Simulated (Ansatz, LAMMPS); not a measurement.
# Glassy 68SiO2-14MgO-11ZnO-7BaO (mol %) (75 atoms): atom by atom

The starting structure: 75 atoms (19 Si, 4 Mg, 3 Zn, 2 Ba, 47 O) placed at random at 3.15 g/cm³, melted at 4000 K for 10 ps at fixed volume with the Morse and Coulomb pair potential with partial charges (Pedone, Malavasi, Menziani, Cormack and Segre, J. Phys. Chem. B 110, 11780 (2006)). Quenched from 4000 K to 300 K at 25 K/ps and fixed volume, held 5 ps, then minimised at fixed cell.

This is step 2 of a relaxation. Method: Kohn-Sham DFT, PBE, PAW (set soft_2), plane waves (Ansatz 0.2.0); cutoff 420 eV, Γ point, fixed occupations; density 3.15 g/cm³.

Extended XYZ; positions in Å, forces in eV/Å:

```xyz
75
Lattice="9.925 0.000 0.000 0.000 9.925 0.000 0.000 0.000 9.925" Properties=species:S:1:pos:R:3:forces:R:3 pbc="T T T"
Si 8.185 6.335 2.401 -0.009 -0.299 0.498
Si 0.253 9.680 3.610 1.544 -0.205 -0.343
Si 3.023 9.391 0.223 -0.828 0.278 0.306
Si 3.355 5.968 6.639 0.744 -0.477 -0.307
Si 5.652 4.304 5.316 1.242 -0.455 0.656
Si 0.320 7.691 0.274 -0.010 0.022 0.042
Si 6.174 1.738 7.037 0.415 0.747 -0.617
Si 4.469 9.271 4.390 -1.804 0.291 0.220
Si 8.378 8.172 7.884 0.487 -0.673 -0.717
Si 2.901 0.357 7.021 -0.399 0.790 0.135
Si 6.974 3.456 2.596 -0.165 0.607 0.974
Si 2.194 7.180 4.074 0.632 0.566 0.241
Si 8.351 6.034 5.627 -0.341 -0.815 -0.106
Si 2.927 3.181 8.243 -0.142 -0.044 0.392
Si 9.745 0.587 6.471 1.342 -0.040 0.488
Si 2.768 1.361 2.666 0.256 -1.570 -0.354
Si 1.965 5.430 1.396 -0.684 -0.004 -0.421
Si 0.271 3.219 0.174 0.800 0.213 -0.732
Si 8.678 0.408 0.986 1.068 0.152 0.121
Mg 4.113 3.406 1.266 -0.503 -0.105 0.170
Mg 8.615 3.515 7.405 -0.215 -0.375 -0.043
Mg 0.593 5.532 8.153 -0.038 -0.040 0.241
Mg 6.066 1.804 9.689 0.214 0.152 -0.418
Zn 6.033 8.814 1.730 0.198 0.009 0.269
Zn 7.454 0.586 4.140 -0.877 0.748 0.268
Zn 5.147 8.662 8.344 0.167 0.422 -0.642
Ba 5.742 5.758 9.651 -0.097 -0.036 0.086
Ba 0.513 3.418 4.157 -0.187 0.277 0.056
O 1.358 6.218 0.087 -0.569 0.626 -0.454
O 6.952 0.974 5.925 0.890 -0.959 -0.848
O 7.089 0.431 0.859 -1.068 0.173 -0.060
O 8.915 9.643 7.517 -0.396 0.202 0.454
O 7.059 2.603 8.114 0.288 0.361 0.752
O 1.396 0.066 6.507 -0.336 -0.368 -0.311
O 3.946 9.624 5.937 0.483 -0.222 0.363
O 4.227 3.197 9.171 0.942 0.052 0.692
O 2.957 0.854 1.113 0.175 0.447 -0.471
O 7.020 5.090 5.849 -0.111 -0.101 0.510
O 9.612 7.291 8.619 0.429 -0.260 0.174
O 2.638 4.699 7.519 -0.817 0.302 -0.133
O 8.561 6.289 4.029 0.490 0.304 -0.281
O 5.965 4.017 3.773 -0.844 0.251 -0.711
O 3.011 2.891 2.803 -0.125 1.214 0.060
O 8.253 7.399 6.420 -0.058 1.101 0.110
O 2.927 9.672 8.542 0.177 -0.310 -0.178
O 1.292 0.948 3.221 -0.756 0.580 0.267
O 4.070 6.984 7.618 0.470 0.516 0.899
O 1.744 8.528 0.688 -0.406 -0.231 0.141
O 5.399 0.723 8.041 -0.604 -0.459 0.866
O 4.480 8.731 0.442 1.108 -0.632 -0.049
O 7.922 4.724 2.136 0.451 -0.021 -0.592
O 1.890 6.066 2.929 -0.356 -0.433 0.314
O 5.956 9.215 3.813 1.006 -0.349 -0.344
O 7.878 2.330 3.245 1.048 -0.812 0.355
O 9.373 0.152 4.933 -0.877 -0.152 -0.180
O 6.047 3.073 1.342 -0.764 -0.045 -0.978
O 3.636 7.912 3.971 0.677 -0.385 -0.353
O 9.333 4.168 9.131 -0.386 0.450 -0.601
O 3.487 5.194 1.084 1.289 -0.081 -0.190
O 9.499 5.112 6.344 0.503 -0.521 0.268
O 9.434 1.855 0.644 -0.139 -0.117 0.276
O 6.968 7.953 8.575 -1.015 -0.192 0.741
O 0.929 4.088 1.421 -0.151 -0.064 1.023
O 2.204 6.547 5.603 -0.813 -0.178 0.011
O 1.613 2.926 9.176 -0.195 -0.330 0.097
O 1.079 8.337 3.847 -0.436 -0.461 0.133
O 9.017 9.777 2.517 -0.844 -0.114 0.202
O 4.418 5.255 5.651 -0.448 0.269 -0.735
O 9.394 6.941 1.514 0.569 0.032 0.197
O 2.973 1.992 7.151 0.073 0.003 -0.807
O 9.339 9.148 0.157 0.284 -0.625 -0.687
O 9.716 2.161 6.565 -0.087 0.984 -0.242
O 5.441 2.978 6.194 -0.836 -0.033 0.086
O 3.792 0.532 3.538 0.594 0.047 0.250
O 6.863 7.084 1.958 -1.319 0.406 -0.502
```

The quench rate of 25 K/ps is many orders above laboratory rates, so the cell is likely richer in defects and strain than a real sample. The network of bonds at the start is that of the classical potential that made the cell. Only the Γ point is sampled, in a cell whose shortest periodic width is 10 Å.

The r.m.s. force component is 0.554 eV/Å; the longest force, 1.84 eV/Å, acts on Si8. The energy lies 23.8 meV/atom below that of the first step of this run.

[Logs are printed without paths, hosts, clocks, repeated set-up lines and the standing remarks that a program may print on its own settings, such as how far it seeks lower states.]

[Hosts, paths, dates, database ids (printed as entryN), source tags and the programs' standing remarks are cut or masked in the printed files.]
